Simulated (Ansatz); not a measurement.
# The perfect Ni wire along [110], 4 atoms a period, part 2 of 2

Wanted: the relaxed geometry and the bands of the Ni wire along [110], 4 atoms a period.

Ansatz 0.2.0; DFT PBE, plane waves, PAW; relaxation of a wire's period; PAW set soft_1 (the session's first sound run).

So far: The structure; Relaxing the period.

### 2. Relaxing the period (continued)

Relaxation path:

```tsv
step	energy less that of the first step (eV)	largest force component (eV/Å)	pressure (GPa)	volume (Å³)
1	0.0000	1.2275	-2.63	238.60
2	-0.2154	0.6923	-1.43	233.65
3	-0.2854	0.3210	0.64	226.22
4	-0.2954	0.0023	0.02	227.73
5	-0.2955	0.0019	0.04	227.57
6*	-0.2935	0.0020	0.04	227.57
```

Relaxation steps marked * repeat the geometry before them on a plane-wave basis chosen anew for their cell, so energy and pressure can jump there.

The run keeps the 8 symmetry operations that it works with, so distortions that break them were not tested.

```tsv
cell as run	before	after	change
c (Å)	2.489	2.374	-4.6 %
```

The atoms that moved most (Å, along periodic axes as changes of fractional coordinates times the final cell, across vacuum about the mean position):

```tsv
atom	dx	dy	dz	length
Ni4	0.000	-0.090	0.000	0.090
Ni3	0.000	0.090	0.000	0.090
Ni1	0.029	0.000	0.000	0.029
Ni2	-0.029	0.000	0.000	0.029
```

The relaxed structure:

```cif
data_structure
_symmetry_space_group_name_H-M 'P 1'
_symmetry_Int_Tables_number 1
_cell_length_a 10.3200
_cell_length_b 9.2890
_cell_length_c 2.3739
_cell_angle_alpha 90.000
_cell_angle_beta 90.000
_cell_angle_gamma 90.000
_cell_volume 227.57
loop_
_atom_site_label
_atom_site_type_symbol
_atom_site_fract_x
_atom_site_fract_y
_atom_site_fract_z
_atom_site_occupancy
Ni1 Ni 0.33226 0.50000 0.00000 1
Ni2 Ni 0.66774 0.50000 0.00000 1
Ni3 Ni 0.50000 0.37570 0.50000 1
Ni4 Ni 0.50000 0.62430 0.50000 1
```

Numbers from this step:

```yaml
energy_at_zero_smearing: -23353.6725 eV
total_moment: 3.309 μB
absolute_moment: 3.644 μB
cell_length_along_the_wire: 2.374 Å
```

Site moment by atom:

```tsv
atom	site moment (μB)
Ni1	0.812
Ni2	0.812
Ni3	0.866
Ni4	0.866
```

The cell's length comes to 2.374 Å with an absolute moment of 3.64 μB a cell.

### 3. Bands of the perfect wire

This step: DFT PBE, plane waves, PAW; bands of a perfect wire; PAW set soft_1 (Ansatz 0.2.0).

At the relaxed period the bands are computed along the axis; those that cross an energy going forward count the channels that a perfect wire would open there.

input.yaml reads:

```yaml
crystal:
  lattice:
    - [10.32, 0.0, 0.0]
    - [0.0, 9.289, 0.0]
    - [0.0, 0.0, 2.3738912574]
  atoms:
    - { symbol: Ni, position: [0.332255371, 0.5, 0.0], spin: 0.81 }
    - { symbol: Ni, position: [0.667744629, 0.5, 0.0], spin: 0.81 }
    - { symbol: Ni, position: [0.5, 0.375703495, 0.5], spin: 0.87 }
    - { symbol: Ni, position: [0.5, 0.624296505, 0.5], spin: 0.87 }
magnetization:
  spin_polarized: true
kpoints:
  mp_grid: { grid: [1, 1, 34] }
  band_path: { path: ["Γ", Z], npoints: 90 }
scf:
  occupations: { method: fermi_dirac, width: 0.05 }
hamiltonian:
  xc: pbe
  pseudopotentials: { kind: paw, azcp: { folder: soft_1 } }
output:
  dos: { e_range: [-5, 4] }
  write_potential: true
  write_density: true
  volumetric_format: npy
```

On the command line:

```
$ ansatz run input.yaml --threads 4 --pin off --max-ram 16384MiB --backend cpu --events-out ev --progress --plain --runs-dir out
```

Numbers of over 12 decimals in the logs are rounded to 6 here.

What it wrote:

```text
[...]
Crystal: 4 atoms, lattice volume = 227.567 Å³
Basis set: ecut = 420 eV, 4399 PW (Γ)
Bands: 46, of which v1, the nominal top of the filled ones, is band 36 counted from 1 (35 counted from 0)
Symmetry: 8 space group operations
[...]
k-points: 18 of 34
[...]
Starting moments: Σ|m| = 3.36 μB on 4 of 4 sites
[...]
SCF iter   1: F=—  HF=-23349.540226 eV  |F-HF|=—  |Δ(HF+E_count)|=         —  Δρ=2.29e-2 (↑2.29e-2 ↓1.68e-2)  dr2=7.42e0  dr2_m=3.63e-1  M=3.616 μB ∫|m|=3.758 μB  β_m=0.30  ethr=3.10e-3  ⟨swp⟩=8.0  Hψ=8080  notcnv=0  defer=13
[...]
SCF iter  13: F=-23353.703012 eV  HF=-23353.703012 eV  |F-HF|=4.36e-8  |Δ(HF+E_count)|=   6.59e-9  Δρ=3.47e-6 (↑2.40e-6 ↓3.47e-6)  dr2=4.82e-8  dr2_m=2.27e-9  M=3.264 μB ∫|m|=3.603 μB  ethr=1.36e-10  ⟨swp⟩=10.5  Hψ=6297  notcnv=0
SCF 1 converged in 13 iterations: F = -23353.703012 eV  dr2 = 4.82e-8
[...]
WARN: The output density's exchange-correlation potential varies sharply where the density is thin. Do not read a vacuum level from v_tot or v_xc, or from such a field of the output density. On a cell that repeats whose density bears no net charge and no dipole along the vacuum's axis use v_es (v_loc + v_h of the components); under efield.dipole_correction with no amplitude use v_es + v_field, which holds any externa [...]
NSCF: frozen V_eff on 91 k-points
SCF converged after 13 iterations
Magnetization: 3.2642 μB (37.6321 up, 34.3679 down)
Absolute magnetization: 3.6064 μB (∫|ρ↑−ρ↓|, with the PAW one-centre terms)
[...]
Per-site moments (μB) at R_I (Å): [(0.801173, 0.979230), (0.801173, 0.979230), (0.857252, 0.952537), (0.857252, 0.952537)]
Free energy (F): -23353.703012 eV
[...]
Internal energy: -23353.642072 eV  (E = F + TS)
E sigma→0 (E₀):  -23353.672542 eV
Entropy (-TS):   -0.060940 eV (-15.235 meV/atom)
Fermi energy:    -0.116261 eV
[...]
--- Band table (eV; the first three rows and the last of 36) ---
  k-point 0 ↑: bands = [... 32 lower, -1.2321, -1.1309, -0.9460, -0.8510, -0.7750, -0.7713, -0.7201, 0.4610, ... 6 higher]
  k-point 1 ↑: bands = [... 32 lower, -1.2619, -1.1207, -0.9033, -0.8447, -0.8077, -0.8057, -0.7326, 0.5055, ... 6 higher]
  k-point 2 ↑: bands = [... 32 lower, -1.3053, -1.0899, -0.9006, -0.8960, -0.8903, -0.7663, -0.7446, 0.6262, ... 6 higher]
  k-point 17 ↓: bands = [... 32 lower, -0.0838, 0.0850, 0.2428, 0.2905, 2.1122, 2.5422, 2.8266, 4.2732, ... 6 higher]
```

Elapsed: 20 s, on 4 threads of Arm Neoverse V1, shared host; peak memory 1.1 GiB; 77 s of CPU time.

Reading the cycles: dr2 is the Hartree energy of the density residual (eV), the measure of convergence; HF is the Harris–Foulkes estimate of the energy, which meets the free energy F at convergence.

This step gave:

```yaml
total_moment: 3.264 μB
absolute_moment: 3.606 μB
band_gap: 0 eV
```

Between Γ and Z the bands cross the Fermi level 8 times, so a perfect wire would conduct at least 4 G₀, with an absolute moment of 3.61 μB a cell.

### 4. Outcome

| Quantity | Value |
| --- | --- |
| cell length, PBE | 2.374 Å |
| absolute moment, PBE | 3.61 μB |
| ballistic conductance by band crossings, a lower bound, PBE | 4 G₀ |

In words: Under PBE the cell's length is 2.37 Å, the absolute moment is 3.61 μB a cell, and the bands cross the Fermi level 8 times between Γ and Z, which gives a perfect wire at least 4 G₀ (opposite crossings within one step of the path cancel in such a count). In the perfect wire the moments were started parallel, and no opposed start was run. No search over magnetic orders was made; another may lie lower.

[Logs are printed without paths, hosts, clocks, repeated set-up lines and the standing remarks that a program may print on its own settings, such as how far it seeks lower states.]

[Hosts, paths, dates, database ids (printed as entryN), source tags and the programs' standing remarks are cut or masked in the printed files.]
